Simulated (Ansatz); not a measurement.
# Ca on Cu(111): change of the work function, part 3 of 5

Wanted: Δφ(θ) for Ca/Cu(111), starting from the top site.

Ansatz 0.2.0; plane-wave DFT, RPBE, Ansatz PAW (the session's first sound run).

So far, work function, upper face (eV): step 2 (the clean slab) 4.67; step 3 (37 atoms, coverage 0.111 ML, cell 3x3) 2.19.

### 4. Adsorbate added, k-mesh 7×7×1, coverage 0.25 ML

System of this step: Ca/Cu(111). The cell holds 17 atoms: 16 Cu and 1 Ca. Cell: a = 5.105 Å, b = 5.105 Å, c = 27.580 Å, α = 90.0°, β = 90.0°, γ = 60.0°. Vacuum lies along c.

Another coverage, to see how the dipoles act on each other as their distance changes.

The input, input.yaml:

```yaml
crystal:
  lattice:
    - [5.1053109602, 1.0e-10, 0.0]
    - [2.5526554801, 4.4213289858, 0.0]
    - [0.0, 0.0, 27.5799600859]
  atoms:
    - { symbol: Cu, position: [0.0, 0.0, 0.326323895] }
    - { symbol: Cu, position: [0.1666666667, 0.1666666667, 0.4018945074] }
    - { symbol: Cu, position: [0.3333333333, 0.3333333333, 0.4792993279] }
    - { symbol: Cu, position: [0.0, 0.0, 0.556417052] }
    - { symbol: Cu, position: [0.0, 0.5, 0.326323895] }
    - { symbol: Cu, position: [0.1666666667, 0.6666666667, 0.4018945074] }
    - { symbol: Cu, position: [0.3333333333, 0.8333333333, 0.4792993279] }
    - { symbol: Cu, position: [0.0, 0.5, 0.556417052] }
    - { symbol: Cu, position: [0.5, 0.0, 0.326323895] }
    - { symbol: Cu, position: [0.6666666667, 0.1666666667, 0.4018945074] }
    - { symbol: Cu, position: [0.8333333333, 0.3333333333, 0.4792993279] }
    - { symbol: Cu, position: [0.5, 0.0, 0.556417052] }
    - { symbol: Cu, position: [0.5, 0.5, 0.326323895] }
    - { symbol: Cu, position: [0.6666666667, 0.6666666667, 0.4018945074] }
    - { symbol: Cu, position: [0.8333333333, 0.8333333333, 0.4792993279] }
    - { symbol: Cu, position: [0.5, 0.5, 0.556417052] }
    - { symbol: Ca, position: [0.0, 0.0, 0.673676105] }
kpoints:
  mp_grid: { grid: [7, 7, 1] }
hamiltonian:
  xc: rpbe
scf:
  occupations: { method: fermi_dirac, width: 0.1 }
  convergence: { dr2_threshold: 1.0e-08 }
efield:
  axis: 3
  dipole_correction: true
  ramp_position: 0.97
  ramp_width: 0.06
relax:
  f_tol: 0.02
  max_steps: 60
  constraints: [{ sites: [0, 1, 4, 5, 8, 9, 12, 13] }]
output:
  bader: true
  dos: { projected: true, e_range: [-8, 4] }
  write_potential: true
  write_density: true
  volumetric_format: npy
  elf: true
```

Command:

```bash
$ ansatz run input.yaml --threads 4 --pin off --max-ram 12288MiB --backend cpu --events-out ev --progress --plain --runs-dir out
```

Numbers of over 12 decimals in the logs are rounded to 6 here.

The program printed:

```text
[...]
Crystal: 17 atoms, lattice volume = 622.542 Å³
Basis set: ecut = 420 eV, 12291 PW (Γ), exchange–correlation on 72×72×384 points (8 copies of the dense FFT grid, shifted against one another)
Bands: 189, of which v1, the nominal top of the filled ones, is band 157 counted from 1 (156 counted from 0)
Symmetry: 6 space group operations
[...]
k-points: 8 of 49 (time reversal used)
[...]
SCF iter   1: F=—  HF=-107903.970836 eV  |F-HF|=—  |Δ(HF+E_count)|=         —  Δρ=4.96e-3  dr2=3.94e0  ethr=1.77e-3  p=0.293 e·Å  D=8.51e-2 V/Å  ΔV_dip=-2.35 eV  dr2_dipole=2.68e0  V_vac-E_F(+/−)=2.43/4.77 eV  ⟨swp⟩=9.0  Hψ=6697  notcnv=0  defer=78
[...]
SCF iter  15: F=-107903.870734 eV  HF=-107903.870734 eV  |F-HF|=4.49e-8  |Δ(HF+E_count)|=   3.07e-9  Δρ=9.78e-7  dr2=5.06e-9  ethr=3.18e-12  p=0.194 e·Å  D=5.64e-2 V/Å  ΔV_dip=-1.56 eV  dr2_dipole=2.93e-11  V_vac-E_F(+/−)=3.08/4.63 eV  ⟨swp⟩=16.1  Hψ=12111  notcnv=0
SCF 1 converged in 15 iterations: F = -107903.870734 eV  dr2 = 5.06e-9
[...]
relax step   1: F+E_penalty+E_count = -107903.87073370 eV  Δ(F+E_penalty+E_count) = +0.000e0 eV  max|allowed force component| = 9.197e-1 eV/Å  Δτ_max = 0.0000 Å  (15 SCF iters, accepted)
[...]
SCF iter  14: F=-107904.026628 eV  HF=-107904.026628 eV  |F-HF|=7.23e-9  |Δ(HF+E_count)|=   2.99e-8  Δρ=1.45e-6  dr2=9.00e-9  ethr=3.18e-12  p=0.196 e·Å  D=5.71e-2 V/Å  ΔV_dip=-1.57 eV  dr2_dipole=1.39e-10  V_vac-E_F(+/−)=3.05/4.63 eV  ⟨swp⟩=10.1  Hψ=9586  notcnv=0
SCF 2 converged in 14 iterations: F = -107904.026628 eV  dr2 = 9.00e-9
[...]
relax step   2: F+E_penalty+E_count = -107904.02662779 eV  Δ(F+E_penalty+E_count) = -1.559e-1 eV  max|allowed force component| = 9.183e-1 eV/Å  Δτ_max = 0.1671 Å  (14 SCF iters, accepted)
SCF iter   1: F=—  HF=-107904.236248 eV  |F-HF|=—  |Δ(HF+E_count)|=         —  Δρ=3.23e-3  dr2=7.08e-2  ethr=1.41e-4  p=0.196 e·Å  D=5.71e-2 V/Å  ΔV_dip=-1.57 eV  dr2_dipole=2.49e-5  V_vac-E_F(+/−)=3.04/4.62 eV  ⟨swp⟩=7.9  Hψ=5740  notcnv=0  defer=109
[...]
SCF iter  14: F=-107904.222547 eV  HF=-107904.222547 eV  |F-HF|=1.19e-8  |Δ(HF+E_count)|=   9.46e-9  Δρ=7.27e-7  dr2=5.77e-9  ethr=3.18e-12  p=0.204 e·Å  D=5.92e-2 V/Å  ΔV_dip=-1.63 eV  dr2_dipole=2.08e-10  V_vac-E_F(+/−)=2.99/4.62 eV  ⟨swp⟩=13.2  Hψ=10434  notcnv=0
SCF 3 converged in 14 iterations: F = -107904.222547 eV  dr2 = 5.77e-9
[...]
relax step   3: F+E_penalty+E_count = -107904.22254697 eV  Δ(F+E_penalty+E_count) = -1.959e-1 eV  max|allowed force component| = 7.399e-1 eV/Å  Δτ_max = 0.1950 Å  (14 SCF iters, accepted)
[...]
relax step   4: F+E_penalty+E_count = -107904.36453887 eV  Δ(F+E_penalty+E_count) = -1.420e-1 eV  max|allowed force component| = 4.331e-1 eV/Å  Δτ_max = 0.1972 Å  (13 SCF iters, accepted)
[...]
relax step   5: F+E_penalty+E_count = -107904.46749923 eV  Δ(F+E_penalty+E_count) = -1.030e-1 eV  max|allowed force component| = 1.792e-1 eV/Å  Δτ_max = 0.2000 Å  (15 SCF iters, accepted)
[...]
relax step   6: F+E_penalty+E_count = -107904.48626779 eV  Δ(F+E_penalty+E_count) = -1.877e-2 eV  max|allowed force component| = 2.075e-2 eV/Å  Δτ_max = 0.1106 Å  (14 SCF iters, accepted)
SCF iter   1: F=—  HF=-107904.486616 eV  |F-HF|=—  |Δ(HF+E_count)|=         —  Δρ=4.23e-4  dr2=8.30e-4  ethr=2.23e-6  p=0.256 e·Å  D=7.45e-2 V/Å  ΔV_dip=-2.06 eV  dr2_dipole=4.51e-5  V_vac-E_F(+/−)=2.57/4.62 eV  ⟨swp⟩=3.0  Hψ=2956  notcnv=0  defer=109
[...]
SCF iter  10: F=-107904.486458 eV  HF=-107904.486458 eV  |F-HF|=2.08e-9  |Δ(HF+E_count)|=   2.53e-8  Δρ=7.88e-7  dr2=5.13e-9  ethr=3.18e-12  p=0.255 e·Å  D=7.41e-2 V/Å  ΔV_dip=-2.04 eV  dr2_dipole=6.17e-11  V_vac-E_F(+/−)=2.58/4.62 eV  ⟨swp⟩=12.4  Hψ=10479  notcnv=0
SCF 7 converged in 10 iterations: F = -107904.486458 eV  dr2 = 5.13e-9
relax step   7: F+E_penalty+E_count = -107904.48645785 eV  Δ(F+E_penalty+E_count) = -1.901e-4 eV  max|allowed force component| = 2.426e-3 eV/Å  Δτ_max = 0.0081 Å  (10 SCF iters, accepted)
[...]
SCF converged after 10 iterations
Free energy (F): -107904.486458 eV
[...]
Internal energy: -107904.263008 eV  (E = F + TS)
E sigma→0 (E₀):  -107904.374733 eV
Entropy (-TS):   -0.223450 eV (-13.144 meV/atom)
Fermi energy:    3.337830 eV
Dipole field:    D = 0.074135 V/Å  (p = 0.255052 e·Å, saw-weighted, corrected)
Work function:   Φ+ = 2.5764 eV   Φ− = 4.6210 eV
[...]
--- Forces (eV/Å), atoms counted from 1 ---
  atom   1  Cu     0.00000000     0.00000000    -0.15599891
  atom   2  Cu     0.06152921     0.03552391     0.20825842
  atom   3  Cu     0.00000000    -0.00000000     0.00146192
  atom   4  Cu    -0.00000000    -0.00000000     0.00119808
  atom   5  Cu     0.00141690    -0.00081805    -0.16651760
  atom   6  Cu     0.00000000    -0.07104781     0.20825842
  atom   7  Cu     0.00014276    -0.00008242    -0.00242607
  atom   8  Cu     0.00043973    -0.00025388     0.00082194
  atom   9  Cu    -0.00000000     0.00163610    -0.16651760
  atom  10  Cu    -0.06152921     0.03552391     0.20825842
  atom  11  Cu    -0.00000000     0.00016484    -0.00242607
  atom  12  Cu    -0.00000000     0.00050775     0.00082194
  atom  13  Cu    -0.00141690    -0.00081805    -0.16651760
  atom  14  Cu     0.00000000     0.00000000     0.03056263
  atom  15  Cu    -0.00014276    -0.00008242    -0.00242607
  atom  16  Cu    -0.00043973    -0.00025388     0.00082194
  atom  17  Ca    -0.00000000    -0.00000000     0.00234648
  max |Σ_I F_I| component: 1.97e-5 eV/Å
--- Band table (eV; the first three rows and the last of 8) ---
  k-point 0: bands = [... 153 lower, 2.9639, 2.9639, 3.0338, 3.3627, 3.8447, 3.8447, 4.0535, 4.4757, ... 28 higher]
  k-point 1: bands = [... 153 lower, 2.8011, 2.8511, 3.0533, 3.0973, 3.5680, 3.6728, 3.7824, 3.8611, ... 28 higher]
  k-point 2: bands = [... 153 lower, 2.3142, 2.8686, 3.1391, 3.1531, 3.3938, 3.6023, 3.6108, 4.2245, ... 28 higher]
  k-point 7: bands = [... 153 lower, 1.8174, 2.0567, 2.5721, 2.6092, 3.4049, 4.1562, 4.2853, 4.3663, ... 28 higher]
--- Relaxed structure (7 steps of the walk, 7 accepted, 0 SCFs on fresh bases) ---
  F+E_penalty+E_count = -107904.48645785 eV   max|allowed force component| = 2.426e-3 eV/Å
  atoms:
    - { symbol: Cu, position: [0.0, 0.0, 0.326324] }
    - { symbol: Cu, position: [0.166667, 0.166667, 0.401895] }
    - { symbol: Cu, position: [0.333333, 0.333333, 0.481959] }
    - { symbol: Cu, position: [0, 0, 0.548260] }
    - { symbol: Cu, position: [0.0, 0.500000, 0.326324] }
    - { symbol: Cu, position: [0.166667, 0.666667, 0.401895] }
    - { symbol: Cu, position: [0.338714, 0.830643, 0.478035] }
    - { symbol: Cu, position: [-0.00112825, 0.500564, 0.561607] }
    - { symbol: Cu, position: [0.5, 0.0, 0.326324] }
    - { symbol: Cu, position: [0.666667, 0.166667, 0.401895] }
    - { symbol: Cu, position: [0.830643, 0.338714, 0.478035] }
    - { symbol: Cu, position: [0.500564, -0.00112825, 0.561607] }
    - { symbol: Cu, position: [0.5, 0.500000, 0.326324] }
    - { symbol: Cu, position: [0.666667, 0.666667, 0.401895] }
    - { symbol: Cu, position: [0.830643, 0.830643, 0.478035] }
    - { symbol: Cu, position: [0.500564, 0.500564, 0.561607] }
    - { symbol: Ca, position: [0, 0, 0.642256] }
--- Bader charges: 17 sites ---
  site symbol  charge [e]  shift [e]
     0     Cu     -0.0175     0.0001
     1     Cu      0.0250     0.0002
     2     Cu      0.0237     0.0001
     3     Cu     -0.2806     0.0001
     4     Cu     -0.0189     0.0002
     5     Cu      0.0250     0.0002
     6     Cu     -0.0060     0.0000
     7     Cu     -0.2682     0.0001
     8     Cu     -0.0189     0.0002
     9     Cu      0.0250     0.0002
    10     Cu     -0.0060     0.0000
    11     Cu     -0.2682     0.0001
    12     Cu     -0.0189     0.0002
    13     Cu      0.0134     0.0001
    14     Cu     -0.0060     0.0000
    15     Cu     -0.2682     0.0001
    16     Ca      1.0651     0.0001
  estimated error of the sums over rays = 2.9e-4 e
```

It took 6.4 min on 4 threads of Arm Neoverse V1, shared host; peak memory 2.9 GiB.

Relaxation path:

```csv
step,energy less that of the first step (eV),largest force component (eV/Å)
1,0.0000,0.9197
2,-0.1559,0.9183
3,-0.3518,0.7399
4,-0.4938,0.4331
5,-0.5968,0.1792
6,-0.6155,0.0207
7,-0.6157,0.0024
```

Forces are held to the 6 operations that the run works with; a distortion that breaks them can't arise in this run.

The atoms that moved most (Å):

```csv
atom,dx,dy,dz,length
Ca17,0.000,0.000,-0.867,0.867
Cu4,0.000,0.000,-0.225,0.225
Cu12,0.000,-0.005,0.143,0.143
Cu8,-0.004,0.002,0.143,0.143
Cu16,0.004,0.002,0.143,0.143
Cu3,0.000,0.000,0.073,0.073
Cu15,-0.021,-0.012,-0.035,0.042
Cu11,0.000,0.024,-0.035,0.042
```

Final coordinates:

```cif
data_structure
_symmetry_space_group_name_H-M 'P 1'
_symmetry_Int_Tables_number 1
_cell_length_a 5.1053
_cell_length_b 5.1053
_cell_length_c 27.5800
_cell_angle_alpha 90.000
_cell_angle_beta 90.000
_cell_angle_gamma 60.000
_cell_volume 622.54
loop_
_atom_site_label
_atom_site_type_symbol
_atom_site_fract_x
_atom_site_fract_y
_atom_site_fract_z
_atom_site_occupancy
Cu1 Cu 0.00000 0.00000 0.32632 1
Cu2 Cu 0.16667 0.16667 0.40189 1
Cu3 Cu 0.33333 0.33333 0.48196 1
Cu4 Cu 0.00000 0.00000 0.54826 1
Cu5 Cu 0.00000 0.50000 0.32632 1
Cu6 Cu 0.16667 0.66667 0.40189 1
Cu7 Cu 0.33871 0.83064 0.47804 1
Cu8 Cu 0.99887 0.50056 0.56161 1
Cu9 Cu 0.50000 0.00000 0.32632 1
Cu10 Cu 0.66667 0.16667 0.40189 1
Cu11 Cu 0.83064 0.33871 0.47804 1
Cu12 Cu 0.50056 0.99887 0.56161 1
Cu13 Cu 0.50000 0.50000 0.32632 1
Cu14 Cu 0.66667 0.66667 0.40189 1
Cu15 Cu 0.83064 0.83064 0.47804 1
Cu16 Cu 0.50056 0.50056 0.56161 1
Ca17 Ca 0.00000 0.00000 0.64226 1
```

This step gave:

```yaml
energy_at_zero_smearing: -107904.3747 eV
work_function_upper_face: 2.576 eV
work_function_lower_face: 4.621 eV
dipole_along_the_normal: 0.2551 e·Å
step_between_the_vacuum_levels: -2.045 eV
```

Running mean over 2.084 Å of the planar mean; the ramp of the sawtooth is left out. Table of electron's electrostatic potential energy less the Fermi level by z:

z (Å), electron's electrostatic potential energy less the Fermi level (eV) and a bar from the least value:
```
        4       4.62 ##############################
        5       4.62 ##############################
        6       4.56 ##############################
        7       3.92 ############################
        8      -2.90 #############
        9      -8.66 #
       10      -8.90 
       11      -8.93 
       12      -8.51 #
       13      -8.81 
       14      -8.17 ##
       15      -8.39 #
       16      -7.24 ####
       17      -2.23 ###############
       18      -2.17 ###############
       19       0.16 ####################
       20       1.99 ########################
       21       2.44 #########################
       22       2.55 #########################
       23       2.57 #########################
       24       2.58 #########################
```

The density of states has structure finer than the step of the table below, so its rows give means over 0.5 eV, whole bins alone (the curve runs from -8 to 1.98 eV). Peaks (eV: height): -2.95: 84.0, -2.83: 87.9, -2.71: 120, -2.23: 74.2, -2.11: 77.5, -1.80: 86.1, -1.65: 125.

Table of density of states by energy, zero at the Fermi level; means over each step:

```csv
energy (eV),density of states (states/eV a cell)
-7.5,1.92
-7.0,2.19
-6.5,1.97
-6.0,4.05
-5.5,3.08
-5.0,8.13
-4.5,19.6
-4.0,33.6
-3.5,36.8
-3.0,62.0
-2.5,58.2
-2.0,66.9
-1.5,40.6
-1.0,6.13
-0.5,7.24
0.0,6.01
0.5,6.85
1.0,7.57
1.5,7.95
```

Projected DOS per atom over height of the atomic layer and energy from the Fermi level. Layers: Cu4 Cu4 Cu4 Cu4 Ca from below.

Values in states/eV, 22 rows by 5 columns, each cell a mean:
```
0.15 0.17 0.11 0.13 0.24
0.20 0.20 0.21 0.12 0.22
0.15 0.19 0.17 0.13 0.29
0.31 0.25 0.23 0.30 0.45
0.23 0.21 0.26 0.22 0.50
0.36 0.32 0.33 0.35 0.53
0.37 0.32 0.36 0.38 0.30
2.12 1.91 1.64 1.12 0.27
5.01 4.07 4.16 4.39 0.12
3.67 2.76 3.49 3.93 0.24
4.89 3.57 3.49 4.53 0.31
2.44 2.94 3.04 3.20 0.16
1.76 2.12 2.09 2.44 0.03
1.32 2.44 2.15 1.66 0.02
0.65 1.39 1.25 0.73 0.03
0.40 0.64 0.59 0.39 0.03
0.17 0.18 0.19 0.19 0.02
0.25 0.28 0.28 0.27 0.04
0.07 0.12 0.11 0.08 0.01
0.11 0.17 0.16 0.13 0.01
0.10 0.16 0.15 0.11 0.01
0.04 0.11 0.10 0.05 0.00
```
Columns: height of the atomic layer (Å) from 9 to 17.7 (not evenly spaced); rows upwards: energy from the Fermi level (eV) from -7.96 to 1.95.

ELF in the ca plane at fractional y = 0.000, with atoms of Cu and Ca within 0.2 Å of it. It is the smooth field of the valence electrons, not physical close to the nuclei.

Values, 8 rows by 16 columns, each cell a mean:
```
0.41 0.21 0.21 0.23 0.21 0.22 0.40 0.22 0.51 0.82 0.20 0.29 0.22 0.05 0.01 0.00
0.20 0.20 0.18 0.19 0.17 0.19 0.20 0.28 0.18 0.31 0.09 0.33 0.18 0.04 0.00 0.00
0.20 0.20 0.17 0.20 0.17 0.19 0.19 0.21 0.22 0.11 0.26 0.33 0.12 0.03 0.00 0.00
0.57 0.22 0.24 0.24 0.24 0.23 0.38 0.38 0.25 0.32 0.40 0.29 0.10 0.02 0.00 0.00
0.41 0.21 0.21 0.23 0.21 0.22 0.29 0.30 0.26 0.28 0.38 0.30 0.10 0.02 0.00 0.00
0.20 0.20 0.18 0.19 0.18 0.19 0.21 0.24 0.18 0.07 0.18 0.34 0.14 0.03 0.00 0.00
0.20 0.20 0.17 0.20 0.17 0.20 0.20 0.25 0.27 0.54 0.10 0.32 0.19 0.04 0.01 0.00
0.57 0.22 0.25 0.24 0.24 0.23 0.55 0.23 0.57 0.82 0.25 0.29 0.23 0.05 0.01 0.00
```
Columns run along c (16.0 Å, from fractional 0.31 to 0.89 of the cell), rows up along a (5.1 Å). Atoms in or near the plane, at fractional coordinates: Cu at (0.33, 0.00), Cu at (0.55, 0.00), Cu at (0.33, 0.50), Cu at (0.56, 0.50), Ca at (0.64, 0.00).

Valence density in the ca plane at fractional y = 0.000, with atoms of Cu and Ca within 0.2 Å of it. It is the smooth field of the valence electrons, not physical close to the nuclei.

Ten steps, logarithmic in the rise over the least value, from '0' (0 e/Å³) to '9' (52 e/Å³), each cell a mean:
```
78620000000000013786201345420000000000000000
34310011000011001342100133210000000000000000
11100122100122100111000001000000000000000000
01000122100122100000000000000000000000000000
22110111100111100122100000000000000000000000
57520000000000000266410000000000000000000000
89731000000000001489720000000000000000000000
78620000000000001378620000000000000000000000
34310011000011000134210000000000000000000000
11100122100122100011000000000000000000000000
01000122100122100000000000000000000000000000
22110111100111101221000122100000000000000000
57520000000000012664100244310000000000000000
89731000000000014997201355420000000000000000
```
Columns run along c (16.0 Å, from fractional 0.31 to 0.89 of the cell), rows up along a (5.1 Å). Atoms in or near the plane, at fractional coordinates: Cu at (0.33, 0.00), Cu at (0.55, 0.00), Cu at (0.33, 0.50), Cu at (0.56, 0.50), Ca at (0.64, 0.00).

Electrostatic potential energy in the ca plane at fractional y = 0.000, with atoms of Cu and Ca within 0.2 Å of it. With pseudopotentials it is smooth inside the atoms' cores, unlike the true potential.

Ten even steps from '0' (-51 eV) to '9' (7 eV), each cell a mean:
```
00169999999999984001687400058999999999999999
43589988999988997435898643478999999999999999
88899866799866899888999877789999999999999999
99999855799756899999999998899999999999999999
66789877899877899866799999999999999999999999
10279999999999999511379999999999999999999999
00059999999999998300169999999999999999999999
00169999999999998400169999999999999999999999
43589988999988999743589999999999999999999999
88899866799866899988999999999999999999999999
99999855799756899999999988889999999999999999
66789877899877898667998765678999999999999999
10279999999999985113798510268999999999999999
00059999999999983001687300048899999999999999
```
Columns run along c (16.0 Å, from fractional 0.31 to 0.89 of the cell; values clipped at the 3rd and 97th percentile), rows up along a (5.1 Å). Atoms in or near the plane, at fractional coordinates: Cu at (0.33, 0.00), Cu at (0.55, 0.00), Cu at (0.33, 0.50), Cu at (0.56, 0.50), Ca at (0.64, 0.00).

The relaxation took 7 steps and lowered the energy by 0.62 eV; the largest force on the free atoms ends at 0.0024 eV/Å.

By hand: a sheet of dipoles makes a step −p/(ε₀A) in the electron's potential. With e/ε₀ = 180.95 V·Å, p = 0.2551 e·Å and A = 22.57 Å², that is −180.95 × (0.2551) / 22.57 = -2.045 eV, and the two vacuum levels of the run differ by -2.045 eV.

The covered face has 2.58 eV, -2.09 eV against the clean one; the bare back face has moved by -0.03 eV, a measure of how thin the slab is.

### 5. Work function against coverage

This step: plane-wave DFT, RPBE, Ansatz PAW; work function against coverage (Ansatz 0.2.0).

The runs are now put side by side.

Numbers from this step:

| Quantity | Value |
| --- | --- |
| work function of the clean face | 4.669 eV |
| largest change of the work function | -2.482 eV |

Table of work function of the covered face by coverage:

```csv
coverage (adsorbates/nm²),work function of the covered face (eV)
0.00,4.67
1.97,2.19
4.43,2.58
```

The dipole per adsorbate comes from the change of the cell's dipole. Coverage, by row:

```csv
coverage (1/nm²),coverage (ML),work function (eV),change (eV),"dipole per adsorbate, positive end outwards (debye)",mean height of the added atoms over the highest substrate atom (Å)
1.969,0.1111,2.187,-2.482,3.38,2.171
4.43,0.25,2.576,-2.093,1.237,2.224
```

(Part 3 of 5 ends here.)

[Logs are printed without paths, hosts, clocks, repeated set-up lines and the standing remarks that a program may print on its own settings, such as how far it seeks lower states.]

[Hosts, paths, dates, database ids (printed as entryN), source tags and the programs' standing remarks are cut or masked in the printed files.]

[Maps of the electrostatic potential energy from Ansatz leave out the sawtooth potential of an applied field or a dipole correction, so their vacuum need not be flat; planar profiles and work functions include it.]

[The density of states shown here was stored with 400 of the rows of the run's finer table, so its peaks can read low, often by over a quarter, or be missed, and its means over a window can be off by a tenth or more.]
